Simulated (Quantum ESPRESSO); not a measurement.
# Li: valence-band photoemission, part 6 of 10

Wanted: projected DOS of Li, weighted into photoemission and X-ray emission spectra, at several levels of theory.

Quantum ESPRESSO 7.5; DFT, PBE, plane waves, ultrasoft GBRV pseudopotentials, scalar-relativistic (the session's first sound run).

So far. Step 5 (The base run: bands): Of the bands kept, 1 crosses the Fermi level on this path. Step 6 (With LDA: self-consistent run): The run ends at a pressure of -1.57 GPa.

## 8. Projected DOS and spectra

Level of this step: DFT, LDA, plane waves, ultrasoft GBRV pseudopotentials, scalar-relativistic (Quantum ESPRESSO).

projwfc.x splits the states by atom and shell, which the spectra need, since each shell has its own cross section.

Input file projwfc.in:

```
&projwfc
  prefix = 'pes'
  outdir = './tmp'
  filpdos = 'pes'
  ngauss = 0
  degauss = 0.00735
  DeltaE = 0.05
  Emin = -27.36
  Emax = 12.64
/
```

The run is started by

```console
$ OMP_NUM_THREADS=1 mpirun -n 4 projwfc.x -nk 4 -in projwfc.in > projwfc.out
```

Output:

```text
[banner, memory and clock lines left out]
Program PROJWFC v.7.5 starts

          URL

     ./tmp/pes.save/

     IMPORTANT: XC functional enforced from input :
     Exchange-correlation= PZ
                           (   1   1   0   0   0   0   0)
     Any further DFT definition will be discarded
     Please, verify this is what you really want

     G-vector sticks info

     Gaussian broadening (read from input): ngauss,degauss=   0    0.007350

     Calling projwave ....

  Problem Sizes
  natomwfc =            5
  nbnd     =           10
  nkstot   =          413
  npwx     =          639
  nkb      =            9

     Atomic states used for projection
     (read from pseudopotential files):

     state #   1: atom   1 (Li ), wfc  1 (l=0 m= 1)
     state #   2: atom   1 (Li ), wfc  2 (l=0 m= 1)
     state #   3: atom   1 (Li ), wfc  3 (l=1 m= 1)
     state #   4: atom   1 (Li ), wfc  3 (l=1 m= 2)
     state #   5: atom   1 (Li ), wfc  3 (l=1 m= 3)

 k =   0.0000000000  0.0000000000  0.0000000000
==== e(   1) =   -45.10435 eV ====
     psi = 0.965*[#   1]+0.035*[#   2]
    |psi|^2 = 1.000
==== e(   2) =    -2.79730 eV ====
     psi = 0.965*[#   2]+0.035*[#   1]
    |psi|^2 = 1.000
==== e(   3) =    14.32692 eV ====
     psi = 0.315*[#   3]+0.315*[#   4]+0.315*[#   5]
    |psi|^2 = 0.945
==== e(   4) =    14.32692 eV ====
     psi = 0.315*[#   3]+0.315*[#   4]+0.315*[#   5]
    |psi|^2 = 0.945
==== e(   5) =    14.32692 eV ====
     psi = 0.315*[#   3]+0.315*[#   4]+0.315*[#   5]
    |psi|^2 = 0.945
==== e(   6) =    19.22180 eV ====

    |psi|^2 = 0.000
==== e(   7) =    19.22180 eV ====

    |psi|^2 = 0.000
==== e(   8) =    19.22180 eV ====

    |psi|^2 = 0.000
==== e(   9) =    20.21380 eV ====

    |psi|^2 = 0.000
==== e(  10) =    20.21380 eV ====

    |psi|^2 = 0.000

 k =   0.0360843918  0.0360843918  0.0000000000
==== e(   1) =   -45.10407 eV ====
     psi = 0.963*[#   1]+0.031*[#   2]+0.002*[#   3]+0.002*[#   4]+0.002*[#   5]

    |psi|^2 = 1.000
==== e(   2) =    -2.76569 eV ====
     psi = 0.925*[#   2]+0.035*[#   1]+0.013*[#   3]+0.013*[#   4]+0.013*[#   5]

    |psi|^2 = 1.000
==== e(   3) =    14.13177 eV ====
     psi = 0.301*[#   3]+0.301*[#   4]+0.301*[#   5]+0.041*[#   2]+0.001*[#   1]

    |psi|^2 = 0.946
==== e(   4) =    14.16852 eV ====
     psi = 0.315*[#   3]+0.315*[#   4]+0.315*[#   5]
    |psi|^2 = 0.946
==== e(   5) =    14.27688 eV ====
     psi = 0.315*[#   3]+0.315*[#   4]+0.315*[#   5]
    |psi|^2 = 0.946
==== e(   6) =    18.64271 eV ====
     psi = 0.001*[#   3]+0.001*[#   4]+0.001*[#   5]
    |psi|^2 = 0.004
[...]
psi = 0.001*[#   3]+0.001*[#   4]+0.001*[#   5]
[...]
k =   0.0721687836  0.0721687836  0.0000000000
[...]
psi = 0.958*[#   1]+0.022*[#   2]+0.007*[#   3]+0.007*[#   4]+0.007*[#   5]

[...]
psi = 0.823*[#   2]+0.047*[#   3]+0.047*[#   4]+0.047*[#   5]+0.037*[#   1]

[...]
psi = 0.263*[#   3]+0.263*[#   4]+0.263*[#   5]+0.145*[#   2]+0.005*[#   1]

[...]
psi = 0.317*[#   3]+0.317*[#   4]+0.317*[#   5]
[...]
psi = 0.316*[#   3]+0.316*[#   4]+0.316*[#   5]
[...]
psi = 0.006*[#   3]+0.006*[#   4]+0.006*[#   5]+0.004*[#   2]
[...]
psi = 0.002*[#   3]+0.002*[#   4]+0.002*[#   5]
[...]
k =   0.1082531755  0.1082531755  0.0000000000
[...]
psi = 0.953*[#   1]+0.012*[#   2]+0.011*[#   3]+0.011*[#   4]+0.011*[#   5]

[...]
psi = 0.693*[#   2]+0.090*[#   3]+0.090*[#   4]+0.090*[#   5]+0.037*[#   1]

[...]
psi = 0.269*[#   2]+0.214*[#   3]+0.214*[#   4]+0.214*[#   5]+0.009*[#   1]

[...]
psi = 0.321*[#   3]+0.321*[#   4]+0.321*[#   5]
[...]
psi = 0.316*[#   3]+0.316*[#   4]+0.316*[#   5]
[...]
psi = 0.017*[#   2]+0.012*[#   3]+0.012*[#   4]+0.012*[#   5]
[...]
psi = 0.002*[#   3]+0.002*[#   4]+0.002*[#   5]
[...]
psi = 0.002*[#   2]+0.001*[#   3]+0.001*[#   4]+0.001*[#   5]
[...]
psi = 0.003*[#   3]+0.003*[#   4]+0.003*[#   5]
[...]
k =   0.1443375673  0.1443375673  0.0000000000
[...]
psi = 0.949*[#   1]+0.015*[#   3]+0.015*[#   4]+0.015*[#   5]+0.005*[#   2]

[...]
psi = 0.564*[#   2]+0.133*[#   3]+0.133*[#   4]+0.133*[#   5]+0.038*[#   1]

[...]
psi = 0.387*[#   2]+0.169*[#   3]+0.169*[#   4]+0.169*[#   5]+0.012*[#   1]

[...]
psi = 0.324*[#   3]+0.324*[#   4]+0.324*[#   5]
[...]
psi = 0.317*[#   3]+0.317*[#   4]+0.317*[#   5]
[...]
psi = 0.033*[#   2]+0.012*[#   3]+0.012*[#   4]+0.012*[#   5]
[...]
psi = 0.003*[#   2]
[...]
k =   0.1804219591  0.1804219591  0.0000000000
[...]
psi = 0.948*[#   1]+0.017*[#   3]+0.017*[#   4]+0.017*[#   5]+0.001*[#   2]

[...]
psi = 0.449*[#   2]+0.171*[#   3]+0.171*[#   4]+0.171*[#   5]+0.037*[#   1]

[...]
psi = 0.493*[#   2]+0.133*[#   3]+0.133*[#   4]+0.133*[#   5]+0.014*[#   1]

[...]
psi = 0.045*[#   2]+0.010*[#   3]+0.010*[#   4]+0.010*[#   5]
[...]
psi = 0.004*[#   2]
[...]
k =   0.2165063509  0.2165063509  0.0000000000
[...]
psi = 0.949*[#   1]+0.017*[#   3]+0.017*[#   4]+0.017*[#   5]
[...]
psi = 0.353*[#   2]+0.204*[#   3]+0.204*[#   4]+0.204*[#   5]+0.034*[#   1]

[...]
psi = 0.049*[#   2]+0.006*[#   3]+0.006*[#   4]+0.006*[#   5]
[...]
psi = 0.004*[#   2]
[...]
k =   0.2525907428  0.2525907428  0.0000000000
[...]
psi = 0.953*[#   1]+0.015*[#   3]+0.015*[#   4]+0.015*[#   5]
[...]
psi = 0.046*[#   2]+0.004*[#   3]+0.004*[#   4]+0.004*[#   5]
[...]
psi = 0.004*[#   2]
[...]
k =   0.2886751346  0.2886751346  0.0000000000
[...]
psi = 0.039*[#   2]+0.002*[#   3]+0.002*[#   4]+0.002*[#   5]
[...]
psi = 0.003*[#   2]
[...]
psi = 0.001*[#   2]
[...]
k =   0.3247595264  0.3247595264  0.0000000000
[...]
psi = 0.031*[#   2]
[...]
psi = 0.001*[#   2]
[...]
psi = 0.003*[#   2]
[...]
k =   0.3608439182  0.3608439182  0.0000000000
[...]
psi = 0.024*[#   2]
[...]
k =   0.3969283101  0.3969283101  0.0000000000
[...]
psi = 0.019*[#   2]
[...]
k =  -0.4330127019 -0.4330127019  0.0000000000
[...]
psi = 0.997*[#   1]+0.003*[#   2]
[...]
psi = 0.975*[#   2]+0.003*[#   1]
[...]
psi = 0.018*[#   2]
[...]
k =   0.0721687836  0.0360843918  0.0360843918
[...]
psi = 0.311*[#   3]+0.311*[#   4]+0.311*[#   5]+0.014*[#   2]
[...]
k =   0.1082531755  0.0721687836  0.0360843918
[...]
psi = 0.310*[#   3]+0.310*[#   4]+0.310*[#   5]+0.013*[#   2]
[...]
psi = 0.309*[#   3]+0.309*[#   4]+0.309*[#   5]+0.014*[#   2]
[...]
psi = 0.012*[#   3]+0.012*[#   4]+0.012*[#   5]+0.003*[#   2]
[...]
psi = 0.005*[#   3]+0.005*[#   4]+0.005*[#   5]+0.002*[#   2]
[...]
psi = 0.002*[#   3]+0.002*[#   4]+0.002*[#   5]+0.001*[#   2]
[...]
k =   0.1443375673  0.1082531755  0.0360843918
[...]
psi = 0.002*[#   2]
[...]
psi = 0.003*[#   2]
[...]
psi = 0.002*[#   2]
[...]
psi = 0.001*[#   2]
[...]
psi = 0.995*[#   1]+0.004*[#   2]
[...]
psi = 0.995*[#   1]+0.004*[#   2]
[...]
psi = 0.992*[#   1]+0.005*[#   2]
[...]
psi = 0.991*[#   1]+0.006*[#   2]
[...]
psi = 0.989*[#   1]+0.008*[#   2]
[...]
psi = 0.989*[#   1]+0.009*[#   2]
[...]
psi = 0.990*[#   1]+0.009*[#   2]
[...]
psi = 0.996*[#   1]+0.004*[#   2]
[...]
psi = 0.994*[#   1]+0.004*[#   2]
[...]
[... cut ...]
[...]
psi = 0.983*[#   1]+0.014*[#   2]
[...]
psi = 0.983*[#   1]+0.015*[#   2]
[...]
psi = 0.990*[#   1]+0.009*[#   2]
[...]
psi = 0.991*[#   1]+0.009*[#   2]
[...]
psi = 0.991*[#   1]+0.009*[#   2]
[...]
psi = 0.016*[#   2]+0.008*[#   3]+0.008*[#   4]+0.008*[#   5]
[...]
k =   0.0360843918 -0.0360843918  0.4330127019
[...]
psi = 0.002*[#   2]
[...]
k =  -0.0000000000 -0.1082531755  0.4690970937
[...]
psi = 0.007*[#   2]
[...]
k =   0.0360843918 -0.0721687836  0.4690970937
[...]
psi = 0.287*[#   3]+0.287*[#   4]+0.287*[#   5]+0.054*[#   2]
[...]
psi = 0.001*[#   3]+0.001*[#   4]+0.001*[#   5]
[...]
psi = 0.004*[#   2]
[...]
psi = 0.002*[#   2]+0.001*[#   3]+0.001*[#   4]+0.001*[#   5]
[...]
k =  -0.0000000000 -0.1443375673  0.5051814855
[...]
psi = 0.328*[#   3]+0.328*[#   4]+0.328*[#   5]
[...]
psi = 0.003*[#   2]+0.001*[#   3]+0.001*[#   4]+0.001*[#   5]
[...]
psi = 0.003*[#   3]+0.003*[#   4]+0.003*[#   5]
[...]
psi = 0.008*[#   2]
[...]
k =   0.0360843918 -0.1082531755  0.5051814855
[...]
psi = 0.004*[#   2]+0.002*[#   3]+0.002*[#   4]+0.002*[#   5]
[...]
psi = 0.004*[#   2]+0.001*[#   3]+0.001*[#   4]+0.001*[#   5]
[...]
psi = 0.004*[#   2]
[...]
k =   0.0721687836 -0.0721687836  0.5051814855
[...]
psi = 0.303*[#   3]+0.303*[#   4]+0.303*[#   5]
[...]
psi = 0.028*[#   3]+0.028*[#   4]+0.028*[#   5]
[...]
psi = 0.004*[#   2]+0.002*[#   3]+0.002*[#   4]+0.002*[#   5]
[...]
psi = 0.008*[#   2]
[...]
psi = 0.001*[#   3]+0.001*[#   4]+0.001*[#   5]
[...]
psi = 0.002*[#   2]
[...]
k =   0.0000000000 -0.1804219591  0.5412658774
[...]
psi = 0.975*[#   1]+0.011*[#   2]+0.005*[#   3]+0.005*[#   4]+0.005*[#   5]

[...]
psi = 0.304*[#   3]+0.304*[#   4]+0.304*[#   5]+0.081*[#   2]+0.006*[#   1]

[...]
psi = 0.287*[#   2]+0.221*[#   3]+0.221*[#   4]+0.221*[#   5]+0.002*[#   1]

[...]
psi = 0.328*[#   3]+0.328*[#   4]+0.328*[#   5]
[...]
psi = 0.424*[#   2]+0.044*[#   3]+0.044*[#   4]+0.044*[#   5]+0.010*[#   1]

    |psi|^2 = 0.565
==== e(   6) =    13.83079 eV ====
     psi = 0.170*[#   2]+0.085*[#   3]+0.085*[#   4]+0.085*[#   5]+0.006*[#   1]

    |psi|^2 = 0.430
==== e(   7) =    17.35699 eV ====
     psi = 0.005*[#   2]+0.002*[#   3]+0.002*[#   4]+0.002*[#   5]
    |psi|^2 = 0.013
==== e(   8) =    18.57382 eV ====
     psi = 0.003*[#   3]+0.003*[#   4]+0.003*[#   5]
    |psi|^2 = 0.008
==== e(   9) =    22.12874 eV ====
     psi = 0.008*[#   2]
    |psi|^2 = 0.009
==== e(  10) =    28.55935 eV ====

    |psi|^2 = 0.002

 k =   0.0360843918 -0.1443375673  0.5412658774
==== e(   1) =   -45.08415 eV ====
     psi = 0.972*[#   1]+0.011*[#   2]+0.005*[#   3]+0.005*[#   4]+0.005*[#   5]

    |psi|^2 = 1.000
==== e(   2) =     1.06910 eV ====
     psi = 0.299*[#   3]+0.299*[#   4]+0.299*[#   5]+0.094*[#   2]+0.007*[#   1]

    |psi|^2 = 0.999
==== e(   3) =     5.65267 eV ====
     psi = 0.250*[#   3]+0.250*[#   4]+0.250*[#   5]+0.183*[#   2]+0.001*[#   1]
```

The job ended after 1.3 s (4 MPI ranks of Intel Xeon 6975P-C (Granite Rapids), shared host).

This step gave:

```
share of occupied states in no projected shell : 0.0011 of the occupied states in the window
DOS at the Fermi level                         : 0.4564 states/eV/cell
```

Side by side:

| quantity | this run | base run | difference |
| --- | --- | --- | --- |
| DOS at the Fermi level (states/eV/cell) | 0.4564 | 0.4445 | 0.0119 |

(Continued in part 7 of 10.)

[Logs are printed without paths, hosts, clocks, repeated set-up lines and the standing remarks that a program may print on its own settings, such as how far it seeks lower states.]

[Hosts, paths, dates, database ids (printed as entryN), source tags and the programs' standing remarks are cut or masked in the printed files.]

[Maps of the electrostatic potential energy from Ansatz leave out the sawtooth potential of an applied field or a dipole correction, so their vacuum need not be flat; work functions include it.]

[Peak lists hold at most the 14 tallest peaks of each spectrum; further lines can be left out.]
